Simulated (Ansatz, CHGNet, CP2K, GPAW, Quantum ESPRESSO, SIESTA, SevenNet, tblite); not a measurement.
# Random packing of 35PbO-65B2O3 (mol %) (67 atoms): one structure in several programs

How near do other programs and methods come to a plane-wave reference for random packing of 35PbO-65B2O3 (mol %) (67 atoms)? A plane-wave run serves as the reference.

Method: Kohn-Sham DFT, PBE, SSSP efficiency 1.3.0 pseudopotentials, plane waves, in Quantum ESPRESSO 7.5.

## Step 1: The structure

The cell holds 67 atoms: 6 Pb, 39 O and 22 B. Cell: a = 9.376 Å, b = 9.376 Å, c = 9.376 Å, α = 90.0°, β = 90.0°, γ = 90.0°. 67 atoms (6 Pb, 39 O, 22 B) packed at random in a cube at 4.24 g/cm³ and pushed apart as soft spheres, cations and anions kept from their own kind; a start for melting by ab initio MD, not an equilibrated structure. Then every atom was moved at random, 0.02 Å r.m.s. a Cartesian component.

## Step 2: Reference: Quantum ESPRESSO, plane waves

Contents of pw.in:

```
&control
  calculation = 'scf'
  pseudo_dir = './pseudo'
  outdir = './tmp'
  disk_io = 'none'
  tprnfor = .true.
  tstress = .true.
/
&system
  ibrav = 0
  nat = 67
  ntyp = 3
  ecutwfc = 60
  ecutrho = 480
  nosym = .true.
  occupations = 'smearing'
  smearing = 'fd'
  degauss = 0.003675
/
&electrons
  conv_thr = 3.4e-07
  electron_maxstep = 100
  mixing_beta = 0.4
  mixing_mode = 'plain'
  diagonalization = 'david'
/
ATOMIC_SPECIES
Pb 207.200 Pb.upf
O 15.999 O.upf
B 10.810 B.upf
CELL_PARAMETERS angstrom
9.37580 0.00000 0.00000
0.00000 9.37580 0.00000
0.00000 0.00000 9.37580
ATOMIC_POSITIONS crystal
Pb 0.68853 0.92898 0.74023
Pb 0.42206 0.55431 0.58536
Pb 0.88536 0.99197 0.18254
Pb 0.54547 0.56541 0.84829
Pb 0.07554 0.32815 0.70181
Pb 0.42885 0.93201 0.96204
O 0.44041 0.35784 0.37418
O 0.60887 0.80454 0.05625
O 0.06109 0.44222 0.47928
O 0.03981 0.04077 0.39897
O 0.27341 0.43300 0.69333
O 0.13528 0.19363 0.24153
[... 51 atom lines left out ...]
B 0.68834 0.23062 0.05264
B 0.13964 0.99314 0.28870
B 0.86868 0.05780 0.45433
B 0.74629 0.71985 0.09442
K_POINTS gamma
```

Run with:

```bash
$ OMP_NUM_THREADS=1 mpirun -np 4 pw.x -in pw.in > output.txt
```

Log:

```text
Program PWSCF
     gamma-point specific algorithms are used
     one sub-group per band group will be used
     scalapack distributed-memory algorithm (size of sub-group:  2*  2 procs)
     Parallelization info
     sticks:   dense  smooth     PW     G-vecs:    dense   smooth      PW
     Min        2996    1498    371               246847    87269   10928
     Max        3001    1500    374               246850    87272   10937
     Sum       11993    5997   1489               987395   349083   43723
     bravais-lattice index     =            0
     lattice parameter (alat)  =      17.7177  a.u.
     unit-cell volume          =    5561.8799 (a.u.)^3
     number of atoms/cell      =           67
     number of atomic types    =            3
     number of electrons       =       384.00
[... lines left out ...]
     scf convergence threshold =      3.4E-07
[... lines left out ...]
     number of k points=     1  Fermi-Dirac smearing, width (Ry)=  0.0037
[... lines left out ...]
     total energy              =   -6969.69768842 Ry
[... lines left out ...]
     total energy              =   -6961.78557017 Ry
[... lines left out ...]
     total energy              =   -6974.66680096 Ry
[... lines left out ...]
     total energy              =   -6979.76158789 Ry
[... lines left out ...]
     total energy              =   -6979.76158790 Ry
[... lines left out ...]
   -14.2500 -14.0934 -13.7885 -13.7494 -13.6758 -13.5156 -13.3164 -13.1338
   -12.9620 -12.8456 -12.7060 -12.6631 -12.5925 -12.4863 -12.4367 -12.4339
[...]
6.1226   6.1378   6.4124   6.5249   6.7127   6.7662   6.8432   6.9375
     7.0688   7.1513   7.1899   7.3783   7.4356   7.5344   7.6893   7.7325
     7.7894   7.9419   7.9848   8.1044   8.2793   8.3003
     the Fermi energy is     4.9691 ev
!    total energy              =   -6979.76158765 Ry
     estimated scf accuracy    <       0.00000030 Ry
     smearing contrib. (-TS)   =      -0.02898182 Ry
     internal energy E=F+TS    =   -6979.73260583 Ry
     The total energy is F=E-TS. E is the sum of the following terms:
     one-electron contribution =    -808.32761508 Ry
     hartree contribution      =     642.25532679 Ry
     xc contribution           =    -607.00691553 Ry
     ewald contribution        =   -1463.58659361 Ry
     one-center paw contrib.   =   -4743.06680840 Ry
     convergence has been achieved in  57 iterations
     Forces acting on atoms (cartesian axes, Ry/au):
     atom    1 type  1   force =    -0.13692427   -0.09624623    0.00149808
     atom    2 type  1   force =    -0.02830298    0.02118306   -0.19997080
     atom    3 type  1   force =     0.11414602    0.03766915   -0.04453171
[...]
atom   66 type  3   force =     0.05681390    0.07324193    0.02678010
     atom   67 type  3   force =    -0.01035380    0.04068844   -0.14584111
     Total force =     1.422259     Total SCF correction =     0.001342
     Computing stress (Cartesian axis) and pressure
          total   stress  (Ry/bohr**3)                   (kbar)     P=     -153.76
  -0.00106638  -0.00000652   0.00006783         -156.87       -0.96        9.98
  -0.00000652  -0.00108880   0.00000451           -0.96     -160.17        0.66
   0.00006783   0.00000451  -0.00098051            9.98        0.66     -144.24
     Message from routine punch:
     Nothing written, as per user request (disk_io='none')
```

The job ended after 4.7 min (4 MPI ranks of Arm Neoverse V2, shared host; peak memory 2.2 GiB; 19 min of CPU time).

Banners, paths, timers and routine set-up lines are dropped from the logs unmarked, and long logs keep their key lines alone; longer cuts are marked.

Numbers from this run:

| Item | Value |
| --- | --- |
| r.m.s. force component | 2.579 eV/Å |
| longest force | 7.518 eV/Å |
| pressure | -15.38 GPa |

## Step 3: Structure statistics

g(r), total and by pair (bins of 0.2 Å):

```tsv
r (Å)	total	O-O	O-B	O-Pb	B-B	B-Pb	Pb-Pb
1.40	0.48	0.00	1.25	0.00	0.00	0.00	0.00
1.60	0.59	0.00	1.55	0.00	0.00	0.00	0.00
1.80	0.45	0.00	1.17	0.00	0.00	0.00	0.00
2.00	0.60	0.00	1.14	1.65	0.00	0.00	0.00
2.20	1.52	1.28	1.76	2.36	1.63	0.00	0.00
2.40	1.15	1.30	1.12	1.23	1.46	0.00	0.00
2.60	1.45	1.78	1.02	1.46	1.21	2.97	0.00
2.80	1.10	1.36	1.03	1.26	0.70	0.33	2.46
3.00	0.91	0.95	0.77	1.56	0.75	0.86	0.00
3.20	0.89	0.77	0.85	0.69	0.79	2.19	1.75
3.40	1.10	1.08	0.99	0.98	1.63	1.31	0.00
3.60	0.88	0.93	0.85	0.75	1.17	0.58	0.00
3.80	0.98	0.95	1.03	0.76	0.74	1.40	2.53
4.00	1.01	0.89	1.30	0.71	0.58	1.08	1.12
4.20	0.94	1.00	0.97	0.88	0.78	0.86	0.00
4.40	0.89	0.80	0.83	1.29	1.06	0.89	0.00
4.60	1.14	1.06	1.10	1.06	1.40	1.27	1.76
```

## Step 4: What was run beside it

The programs:
- CHGNet: machine-learned potential, published weights.
- CP2K 2026.2: Gaussian basis with GTH pseudopotentials and a plane-wave density; labels give functional, basis (MOLOPT sets; SR short-range, UZH the newer set with its own potentials), grid cutoff/relative cutoff and solver (OT: orbital transformation; TRS4, TC2, SIGN: linear-scaling purification with its sparsity filter), or its built-in tight binding.
- GPAW 26.7.0: PAW with atomic orbitals (LCAO), plane waves or a real-space grid of spacing h.
- Quantum ESPRESSO 7.5: plane waves; labels (QE) give functional, pseudopotential set and cutoffs of waves/density.
- SIESTA 5.4.2: numerical atomic orbitals, whose automatically made sets are far from complete, with PseudoDojo norm-conserving potentials that we converted to its format (checked against plane waves on the same files for H, C, O, Si, Ge and Ca alone); labels give functional, basis size, energy shift and mesh cutoff.
- SevenNet: machine-learned potential, published weights.
- tblite 0.8.0: extended tight binding, driven from Python.

All use the same cell and atoms; the electronic-structure runs use the same k-mesh, and an electronic temperature of 580 K (0.05 eV) where levels are smeared.

Differences are against the plane-wave reference, forces as r.m.s. over components; share is that over the reference's r.m.s. force, slope the least-squares factor from reference forces to these. Total energies of different programs have different zeros and aren't compared.

```tsv
run	Δ force, r.m.s. (meV/Å)	share (%)	slope	Δ pressure (GPa)	cores	CPU time	memory (GiB)
reference	-	-	-	-	4	19 min	2.2
CHGNet r2SCAN potential	903	35.0	1.064	-3.27	1	3.2 s	1.2
CP2K PBE+D3(BJ), DZVP-MOLOPT-SR, 600/50 Ry, diagonalisation	148	5.74	0.973	0.539	4	10 min	3.2
CP2K PBE, DZVP-MOLOPT-SR, 600/30 Ry, diagonalisation (coarse)	83.3	3.23	0.990	1.04	4	7 min	3.2
CP2K PBE, DZVP-MOLOPT-SR, 600/50 Ry, diagonalisation	83.4	3.23	0.990	0.979	4	10 min	3.1
CP2K PBE, SZV-MOLOPT-SR, 600/50 Ry, diagonalisation (coarse)	888	34.4	0.833	10.6	2	5.9 min	2.1
GPAW PBE, LCAO dzp, h 0.18 Å	180	6.97	0.969	-	1	4.1 min	1.1
GPAW PBE, LCAO dzp, h 0.25 Å (coarse)	875	33.9	0.999	-	1	1.8 min	0.48
GPAW PBE, LCAO sz(dzp), h 0.18 Å (coarse)	1185	45.9	0.734	-	1	84 s	0.81
GPAW PBE, grid h 0.2 Å	79.5	3.08	0.991	-	2	7.3 min	1.5
QE PBE, gbrv-1.5, 40/200 Ry	49.5	1.92	0.996	-0.015	2	7.4 min	0.8
SIESTA BLYP, PBE potentials, DZP, shift 0.01 Ry, mesh 500 Ry	223	8.64	0.996	5.59	2	9.3 min	1.7
SIESTA PBE, DZ, shift 0.01 Ry, mesh 500 Ry (coarse)	516	20.0	0.900	2.03	2	4.4 min	1.1
SIESTA PBE, DZP, shift 0.01 Ry, mesh 500 Ry	185	7.18	0.981	0.642	2	9.5 min	1.7
SIESTA PBE, SZ, shift 0.01 Ry, mesh 500 Ry (coarse)	1259	48.8	0.731	7.49	1	2.8 min	0.72
SIESTA PBE, SZP, shift 0.01 Ry, mesh 500 Ry (coarse)	628	24.4	0.880	2.61	2	7.5 min	1.5
SevenNet 0 potential	581	22.5	1.016	-1.77	1	6.5 s	0.86
SevenNet l3i5 potential	530	20.6	0.912	-0.652	1	8.2 s	1.4
tblite GFN2-xTB	535	20.7	1.078	-7.42	1	4.2 s	0.1
tblite IPEA1-xTB	1197	46.4	1.335	-33.6	1	3.5 s	0.11
```

Rows marked coarse were listed beforehand as settings not expected to be converged; some can still land near the reference.

Times of the machine-learned potentials are mostly Python's start and the loading of weights.

CPU time is summed over cores on a shared host, where runs went side by side, so it is rough. Symmetry, cutoffs, thresholds, outputs and thread counts weren't matched or tuned between programs; memory under MPI is the largest rank's times the ranks.

Runs without a result: CP2K GFN1-xTB, diagonalisation (not converged).

Mean charges by element (e), by run and scheme:

```tsv
run	scheme	Pb	O	B
CP2K PBE+D3(BJ), DZVP-MOLOPT-SR, 600/50 Ry, diagonalisation	Mulliken	+1.04	-0.31	+0.27
CP2K PBE, DZVP-MOLOPT-SR, 600/50 Ry, diagonalisation	Mulliken	+1.04	-0.31	+0.27
SIESTA BLYP, PBE potentials, DZP, shift 0.01 Ry, mesh 500 Ry	Hirshfeld	+0.41	-0.17	+0.19
SIESTA PBE, DZP, shift 0.01 Ry, mesh 500 Ry	Hirshfeld	+0.39	-0.16	+0.18
tblite GFN2-xTB	Mulliken	+0.55	-0.39	+0.54
tblite IPEA1-xTB	Mulliken	+0.77	-0.25	+0.24
```

Within one program, basis, potentials and functional, energies share a zero. Each run against its twin at the usual cutoff or grid and solver:

```tsv
run	twin	Δ energy (meV/atom)	Δ force, r.m.s. (meV/Å)	CPU time over the twin's
CP2K PBE, DZVP-MOLOPT-SR, 600/30 Ry, diagonalisation	DZVP-MOLOPT-SR, 600/50 Ry, diagonalisation	-0.700	4.63	0.69
GPAW PBE, LCAO dzp, h 0.25 Å	LCAO dzp, h 0.18 Å	458	868	0.43
```

## Step 5: Summary of results

```json
{"reference r.m.s. force component": "2.58 eV/Å", "nearest in forces": "QE PBE, gbrv-1.5, 40/200 Ry, 1.9 %", "farthest in forces": "SIESTA PBE, SZ, shift 0.01 Ry, mesh 500 Ry (coarse), 49 %", "cheapest electronic-structure run beside the reference": "tblite IPEA1-xTB, 3.5 s of CPU time"}
```

In words: PBE on plane waves or a grid with other potentials, cutoffs or grids, coarse settings apart, differs from the reference by 1.9 % (QE PBE, gbrv-1.5, 40/200 Ry) to 3.1 % (GPAW PBE, grid h 0.2 Å) of the r.m.s. force; this holds the reference's own error, so differences of a few per cent don't tell which side is nearer the exact PBE result. The PBE runs in local orbitals, coarse settings apart, differ by 3.2 % (CP2K PBE, DZVP-MOLOPT-SR, 600/50 Ry, diagonalisation) to 7.2 % (SIESTA PBE, DZP, shift 0.01 Ry, mesh 500 Ry); basis, grid and potentials can all enter. Tight binding differs by 21 % (tblite GFN2-xTB) to 46 % (tblite IPEA1-xTB); it is another model, with fitted parameters of its own, and the xTB methods hold dispersion. Machine-learned potentials differ by 21 % (SevenNet l3i5 potential) to 35 % (CHGNet r2SCAN potential); they were trained on other programs' data, some at another functional. Rows with another functional or a dispersion term differ by 5.7 % (CP2K PBE+D3(BJ), DZVP-MOLOPT-SR, 600/50 Ry, diagonalisation) to 8.6 % (SIESTA BLYP, PBE potentials, DZP, shift 0.01 Ry, mesh 500 Ry), which mixes the change of model with differences of basis and potentials, some of them made for another functional. IPEA1-xTB was fitted to ionisation energies and electron affinities, not to forces or charges. Runs with settings chosen to be coarse differ by 3.2 % (CP2K PBE, DZVP-MOLOPT-SR, 600/30 Ry, diagonalisation) to 49 % (SIESTA PBE, SZ, shift 0.01 Ry, mesh 500 Ry), their programs' other errors included. Of the electronic-structure runs that take under half the reference's CPU time, QE PBE, gbrv-1.5, 40/200 Ry comes nearest, at 1.9 % in 7.4 min against 19 min. SIESTA PBE, SZP, shift 0.01 Ry, mesh 500 Ry softens the forces by a factor of 0.88 while following their directions (correlation 0.972). In pressure, CP2K PBE, SZV-MOLOPT-SR, 600/50 Ry, diagonalisation misses by +10.6 GPa, at the same functional. Charges hang on model, scheme and program or settings: among these rows the mean for Pb runs from +0.39 to +1.04 e. In the reference: levels near the Fermi energy are neither full nor empty under the smearing, so no gap is quoted. Periodic xTB results under one method name differ between programs and library versions. The potentials hold different valence shells: 384 electrons in the reference, 324 in CP2K with SZV-MOLOPT-SR; this bears on time and differences. The reference's pressure holds the uncorrected Pulay stress of its 60 Ry basis, so small pressure differences, and their order, may be the reference's own error. Machine-learned potentials mimic data converged in k, so the reference's own k-point error enters their differences. The reference's pressure of -15 GPa belongs to a cell and atoms that aren't relaxed at this level. The electronic-structure runs sample only Γ, in a cell whose shortest periodic width is 9 Å, which is coarse for a cell with partly filled levels. Spin–orbit coupling is left out, which matters for the levels of the heavy elements.

[Also dropped from logs without a mark: logging warnings of Python, and SIESTA's first energy breakdown and zero terms.]

[Logs are printed without paths, hosts, clocks, repeated set-up lines and the standing remarks that a program may print on its own settings, such as how far it seeks lower states.]

[Hosts, paths, dates, database ids (printed as entryN), source tags and the programs' standing remarks are cut or masked in the printed files.]
